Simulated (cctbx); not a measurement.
# NdScSn: precision against data quality

Space group I4/mmm (no. 139), a = 4.4700 Å, b = 4.4700 Å, c = 16.3510 Å, α = 90.00°, β = 90.00°, γ = 90.00°.

```csv
atom,mult.,x,y,z,Ueq (Å²)
Nd1,4,0,0,0.3210,0.0123
Sn1,4,1/2,1/2,0.3763,0.0116
Sc1,4,1/2,0,0,0.0154
```

The model is made up (kin elements in a known structure type, no relaxation), so it says nothing on whether the phase exists.

Five simulated data sets (cctbx; Mo Kα, λ = 0.71073 Å; 1.5 % proportional error) differ in resolution or exposure (noise floor 8 counts in the first three, 8 in the last two). Each is refined with the right model, isotropic at 1.1 Å and anisotropic otherwise. How do the figures of merit and the uncertainties move?

| d min (Å) | top counts | ⟨I/σ⟩ (unmerged, absences included) | unique | param. (scale apart) | Rint | R1 | GooF | largest s.u. xyz (fractional) | s.u. U of Sc1 (Å²) | largest error (Å) |
| --- | --- | --- | --- | --- | --- | --- | --- | --- | --- | --- |
| 1.1 | 5000 | 8.1 | 54 | 5 | 0.031 | 0.0133 | 0.99 | 0.00007 | 0.0010 | 0.0010 |
| 0.84 | 5000 | 8.2 | 110 | 9 | 0.028 | 0.0107 | 1.01 | 0.00004 | 0.0009 | 0.0010 |
| 0.6 | 5000 | 4.6 | 276 | 9 | 0.050 | 0.0169 | 0.89 | 0.00003 | 0.0006 | 0.0013 |
| 0.75 | 300 | 1.0 | 152 | 9 | 0.270 | 0.0547 | 0.84 | 0.00025 | 0.0064 | 0.0029 |
| 0.75 | 3000 | 4.8 | 152 | 9 | 0.051 | 0.0168 | 0.84 | 0.00005 | 0.0011 | 0.0005 |

The number of reflections grows roughly as 1/d³: 54, 110 and 276 here. R1 follows the noise rather than the truth: at 300 counts it is 0.0547, at 3000 counts 0.0168, while GooF is 0.84 and 0.84: the weights 1/σ² carry the noise. The s.u. of U (U11 where anisotropic) for Sc1 goes 0.0010, 0.0009, 0.0006 Å² with resolution and 0.0064, 0.0011 Å² with exposure.

Hardware for the 0.6 Å refinement: 0.35 s on 1 thread of Arm Neoverse V2, with other jobs on the host, peak memory 0.09 GiB.

[Logs are printed without paths, hosts, clocks, repeated set-up lines and the standing remarks that a program may print on its own settings, such as how far it seeks lower states.]
